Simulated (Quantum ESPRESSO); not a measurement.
# Ruthenium (P6_3/mmc): zone-centre phonons, part 2 of 2

Which modes does Ruthenium (P6_3/mmc) have at the zone centre?

Quantum ESPRESSO 7.5; DFT LDA, scalar-relativistic, plane waves, PseudoDojo norm-conserving pseudopotentials.

So far. Step 2 (A first look): No gap opens on this mesh, so smearing is kept; the start stands at -11 GPa. Step 4 (Self-consistent run for the response): The cell stands at -0.011 GPa, close enough for phonons. The relaxed cell has a = 2.676, c = 4.228 Å (conventional setting).

### 5. Linear response at Γ

At q = 0 one unit cell holds all displacements; symmetry groups them into irreducible representations that are solved one by one. With smeared occupations no response to a homogeneous field can be asked.

ph.in reads:

```
phonons
 &inputph
    prefix='x',
    outdir='./tmp',
    fildyn='g.dyn',
    tr2_ph=1.0d-18,
    alpha_mix(1)=0.4,
    nmix_ph=8,
 /
0.000000000000 0.000000000000 0.000000000000
```

Command:

```sh
$ OMP_NUM_THREADS=1 mpirun -n 4 ph.x -nk 4 -in ph.in > ph.out
```

Log:

```text
[banners, grids, parts of the stress and lines that vanish by symmetry left out]
[banner, memory and clock lines left out]
Program PHONON v.7.5

     ./tmp/x.save/

     IMPORTANT: XC functional enforced from input :
     Exchange-correlation= PW
                           (   1   4   0   0   0   0   0)
     Any further DFT definition will be discarded
     Please, verify this is what you really want

     G-vector sticks info

     Reading collected, re-writing distributed wavefunctions in ./tmp/

     Number and degeneracy of irreps per q-point
       N         xq(1)         xq(2)         xq(3)   N irreps
       1   0.000000000   0.000000000   0.000000000       4
        1   2   1   2

     Calculation of q =    0.0000000   0.0000000   0.0000000

Possibly too few bands at point    5   0.00000   0.00000  -0.31648

Possibly too few bands at point   10   0.00000   0.07217  -0.31648

     phonons

     bravais-lattice index     =            4
     lattice parameter (alat)  =       5.0576  a.u.
     unit-cell volume          =     177.0134 (a.u.)^3
     number of atoms/cell      =            2
     number of atomic types    =            1
     kinetic-energy cut-off    =      88.0000  Ry
     charge density cut-off    =     352.0000  Ry
     convergence threshold     =      1.0E-18
     beta                      =       0.4000
     number of iterations used =            8
     Exchange-correlation= PW
                           (   1   4   0   0   0   0   0)

     celldm(1)=    5.05765  celldm(2)=    0.00000  celldm(3)=    1.57990
     celldm(4)=    0.00000  celldm(5)=    0.00000  celldm(6)=    0.00000

     crystal axes: (cart. coord. in units of alat)
               a(1) = (  1.0000  0.0000  0.0000 )
               a(2) = ( -0.5000  0.8660  0.0000 )
               a(3) = (  0.0000  0.0000  1.5799 )

     reciprocal axes: (cart. coord. in units 2 pi/alat)
               b(1) = (  1.0000  0.5774 -0.0000 )
               b(2) = (  0.0000  1.1547  0.0000 )
               b(3) = (  0.0000 -0.0000  0.6330 )

     Atoms inside the unit cell:

     Cartesian axes

     site n.  atom      mass           positions (alat units)
        1  Ru    101.0700   tau(    1) = (   -0.00000    0.57735    0.39498  )
        2  Ru    101.0700   tau(    2) = (    0.50000    0.28868    1.18493  )

     Computing dynamical matrix for
                    q = (   0.0000000   0.0000000   0.0000000 )

     25 Sym.Ops. (with q -> -q+G )

     G cutoff =  228.0761  (  19739 G-vectors)     FFT grid: ( 32, 32, 48)

     number of k points=   150  Marzari-Vanderbilt smearing, width (Ry)=  0.0200

     PseudoPot. # 1 for Ru read from file:
     ./pseudo/Ru.upf
     Pseudo is Norm-conserving + core correction, Zval = 16.0
     Using radial grid of 1548 points,  6 beta functions with:
                l(1) =   0
                l(2) =   0
                l(3) =   1
                l(4) =   1
                l(5) =   2
                l(6) =   2

     Mode symmetry, D_6h(6/mmm) point group:

     Atomic displacements:
     There are    4 irreducible representations

     Representation     1      1 modes -  To be done

     Representation     2      2 modes -  To be done

     Representation     3      1 modes -  To be done

     Representation     4      2 modes -  To be done

     Alpha used in Ewald sum =   2.8000

     Representation #   1 mode #   1

     Self-consistent Calculation
      iter #   1   av.it.:   9.2
      thresh= 1.000E-02 alpha_mix =  0.400 |ddv_scf|^2 =  1.030E-03
      iter #   2   av.it.:  10.4
      thresh= 3.209E-03 alpha_mix =  0.400 |ddv_scf|^2 =  1.189E-04
      iter #   3   av.it.:  10.0
      thresh= 1.090E-03 alpha_mix =  0.400 |ddv_scf|^2 =  1.902E-07
      iter #   4   av.it.:  11.5
      thresh= 4.361E-05 alpha_mix =  0.400 |ddv_scf|^2 =  2.918E-09
      iter #   5   av.it.:  11.3
      thresh= 5.402E-06 alpha_mix =  0.400 |ddv_scf|^2 =  2.775E-10
      iter #   6   av.it.:  11.9
      thresh= 1.666E-06 alpha_mix =  0.400 |ddv_scf|^2 =  3.713E-12
      iter #   7   av.it.:  12.0
      thresh= 1.927E-07 alpha_mix =  0.400 |ddv_scf|^2 =  1.908E-14
      iter #   8   av.it.:  11.8
      thresh= 1.381E-08 alpha_mix =  0.400 |ddv_scf|^2 =  4.147E-15
      iter #   9   av.it.:  11.7
      thresh= 6.440E-09 alpha_mix =  0.400 |ddv_scf|^2 =  3.103E-18
      iter #  10   av.it.:  12.2
      thresh= 1.762E-10 alpha_mix =  0.400 |ddv_scf|^2 =  4.104E-19

     End of self-consistent calculation

     Convergence has been achieved

     Representation #   2 modes #   2   3

     Self-consistent Calculation
      iter #   1   av.it.:   8.6
      thresh= 1.000E-02 alpha_mix =  0.400 |ddv_scf|^2 =  7.980E-06
      iter #   2   av.it.:  11.8
      thresh= 2.825E-04 alpha_mix =  0.400 |ddv_scf|^2 =  7.455E-07
      iter #   3   av.it.:  12.3
      thresh= 8.634E-05 alpha_mix =  0.400 |ddv_scf|^2 =  8.964E-09
      iter #   4   av.it.:  13.3
      thresh= 9.468E-06 alpha_mix =  0.400 |ddv_scf|^2 =  1.555E-10
[...]
End of self-consistent calculation

     Convergence has been achieved

     Representation #   3 mode #   4

     Self-consistent Calculation
[...]
End of self-consistent calculation

     Convergence has been achieved

     Representation #   4 modes #   5   6

     Self-consistent Calculation
[...]
iter #   4   av.it.:  13.2
      thresh= 9.367E-06 alpha_mix =  0.400 |ddv_scf|^2 =  8.668E-11
      iter #   5   av.it.:  12.7
      thresh= 9.310E-07 alpha_mix =  0.400 |ddv_scf|^2 =  1.245E-11
      iter #   6   av.it.:  12.9
      thresh= 3.528E-07 alpha_mix =  0.400 |ddv_scf|^2 =  3.812E-13
      iter #   7   av.it.:  13.5
      thresh= 6.174E-08 alpha_mix =  0.400 |ddv_scf|^2 =  7.466E-15
      iter #   8   av.it.:  13.3
      thresh= 8.641E-09 alpha_mix =  0.400 |ddv_scf|^2 =  3.240E-17
      iter #   9   av.it.:  13.0
      thresh= 5.692E-10 alpha_mix =  0.400 |ddv_scf|^2 =  3.778E-18
      iter #  10   av.it.:  13.5
      thresh= 1.944E-10 alpha_mix =  0.400 |ddv_scf|^2 =  3.865E-21

     End of self-consistent calculation

     Convergence has been achieved

     Number of q in the star =    1
     List of q in the star:
          1   0.000000000   0.000000000   0.000000000

     Diagonalizing the dynamical matrix

     q = (    0.000000000   0.000000000   0.000000000 )

 **************************************************************************
     freq (    1) =      -0.020754 [THz] =      -0.692269 [cm-1]
     freq (    2) =      -0.018031 [THz] =      -0.601447 [cm-1]
     freq (    3) =      -0.018031 [THz] =      -0.601447 [cm-1]
     freq (    4) =       6.218326 [THz] =     207.421031 [cm-1]
     freq (    5) =       6.218326 [THz] =     207.421031 [cm-1]
     freq (    6) =       8.172506 [THz] =     272.605442 [cm-1]
 **************************************************************************

     Mode symmetry, D_6h(6/mmm) point group:

     freq (   1-   1) =         -0.7  [cm-1]   --> A_2u            I
     freq (   2-   3) =         -0.6  [cm-1]   --> E_1u            I
     freq (   4-   5) =        207.4  [cm-1]   --> E_2g            R
     freq (   6-   6) =        272.6  [cm-1]   --> B_1g
```

It took 5.2 min on 4 MPI ranks of Intel Xeon Platinum 8488C (Sapphire Rapids), shared host.

Numbers from this step:

```yaml
largest_acoustic_frequency_at_the_zone_centre_before_the_sum_rule: -0.69 cm⁻¹
highest_optical_zone_centre_mode_no_lo_to_term: 272.6 cm⁻¹
lowest_optical_zone_centre_mode: 207.4 cm⁻¹
```

The acoustic modes at Γ come out as far as 0.7 cm⁻¹ from zero, where they should vanish, a small numerical error.

### 6. Modes with the sum rule

A rigid shift of the crystal must cost nothing, but grids and finite bases break this; the acoustic sum rule is imposed before the matrix is diagonalised again.

dynmat.in reads:

```
 &input
    fildyn='g.dyn',
    asr='crystal',
    fileig='dynmat.eig',
 /
```

Command:

```sh
$ dynmat.x -in dynmat.in > dynmat.out
```

Log:

```text
[banner, memory and clock lines left out]
Program DYNMAT v.7.5

     Reading Dynamical Matrix from file g.dyn
     ...Force constants read
     ...epsilon and Z* not read (not found on file)
     Acoustic Sum Rule: || Z*(ASR) - Z*(orig)|| =    0.000000E+00
     Acoustic Sum Rule: ||dyn(ASR) - dyn(orig)||=    5.357621E-06
     A direction for q was not specified:TO-LO splitting will be absent

     Polarizability (A^3 units)
     multiply by 1.000000 for Clausius-Mossotti correction
         0.000000    0.000000    0.000000
         0.000000    0.000000    0.000000
         0.000000    0.000000    0.000000

     IR activities are in (D/A)^2/amu units

# mode   [cm-1]    [THz]      IR
    1      0.00    0.0000    0.0000
    2      0.00    0.0000    0.0000
    3      0.00    0.0000    0.0000
    4    207.42    6.2183    0.0000
    5    207.42    6.2183    0.0000
    6    272.61    8.1725    0.0000
```

Elapsed: 0.62 s, on 1 thread.

Unit eigenvectors of the mass-weighted matrix after the sum rule; no LO-TO term. Modes at Γ:

```tsv
mode	frequency (cm⁻¹)	symmetry
1	0.0	acoustic
2	0.0	acoustic
3	0.0	acoustic
4	207.4	E2g
5	207.4	E2g
6	272.6	B1g
```

Displacements in mode 5 (207.4 cm⁻¹), the largest set to 1:
```
Ru1  0.00  1.00  0.00
Ru2  0.00 -1.00  0.00
```

Displacements in mode 6 (272.6 cm⁻¹), the largest set to 1:
```
Ru1  0.00  0.00  1.00
Ru2  0.00  0.00 -1.00
```

The rule moves no optical mode by more than 0.1 cm⁻¹.

### 7. Outcome

| Item | Value |
| --- | --- |
| space group after relaxation | P6_3/mmc |
| volume per atom | 13.1 Å³ |
| highest optical zone-centre mode (no LO-TO term) | 272.6 cm⁻¹ |
| lowest optical zone-centre mode | 207.4 cm⁻¹ |
| imaginary optical modes at the zone centre (no q mesh in this session) | none |

What this shows: At the LDA level the optical modes of Ruthenium (P6_3/mmc) at the zone centre run from 207 to 273 cm⁻¹. Left out of this account: PBE with PseudoDojo NC, since it is gradient-corrected and no frozen-mode check or second program bears its response out; PBEsol with PseudoDojo NC, since it is gradient-corrected and no frozen-mode check or second program bears its response out. What is said of the levels holds for those shown. These are harmonic frequencies at zero temperature: anharmonic shifts and linewidths and thermal expansion are left out. In a metal the frequencies hang on the k mesh and the smearing, most of all near Kohn anomalies.

[Host names and launcher messages were left out of these logs when they were recorded.]

[Logs are printed without paths, hosts, clocks, repeated set-up lines and the standing remarks that a program may print on its own settings, such as how far it seeks lower states.]

[Hosts, paths, dates, database ids (printed as entryN), source tags and the programs' standing remarks are cut or masked in the printed files.]
